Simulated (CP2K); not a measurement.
Consider oxazole at its PBE geometry (Å).

```xyz
8

C    -0.8468   -0.5377    0.2431
C    -0.6828    0.7443   -0.1833
O     0.6680    0.9654   -0.3659
C     1.2421   -0.2358   -0.0260
N     0.4005   -1.1575    0.3409
H    -1.7641   -1.0621    0.4863
H    -1.3397    1.5773   -0.3970
H     2.3226   -0.2939   -0.0981
```

Method: CP2K XAS_TDP, all-electron GAPW, PBEh(45%), aug-cc-pVDZ, TDA, GW2X-corrected core level, no relativity.

Predict the bright core excitations at the N K edge.

Leading lines: N5 400.78 eV. The leading line of an atom is its first one with 35 % of the strongest within 2.5 eV of its lowest line over the strength cut. Core ionisation energies at this level: N5 405.98 eV.

The first six lines of each atom with a strength over 0.0015:

```
              atom  energy (eV)  states  strength, one atom  above the computed threshold
N5 (bonded to 2 C)       400.78       1              0.0497                              
                         403.76       1              0.0051                              
                         405.36       1              0.0026                              
                         405.50       1              0.0035                              
                         406.27       1              0.0084                           yes
                         407.17       1              0.0146                           yes
```

Lines are vertical, at one geometry, with no vibrational structure. GW2X ionisation energies and lines can be off by 1 to 2 eV either way, and a good line position may hide errors that cancel. These values hold no scalar relativity, about 0.2 eV for N 1s. Rydberg lines, and the discretised continuum above threshold, depend on the basis and the box.

[Banner, clock and machine lines of the logs are left out without a mark of their own.]

[Logs are printed without paths, hosts, clocks, repeated set-up lines and the standing remarks that a program may print on its own settings, such as how far it seeks lower states.]

[Hosts, paths, dates, database ids (printed as entryN), source tags and the programs' standing remarks are cut or masked in the printed files.]
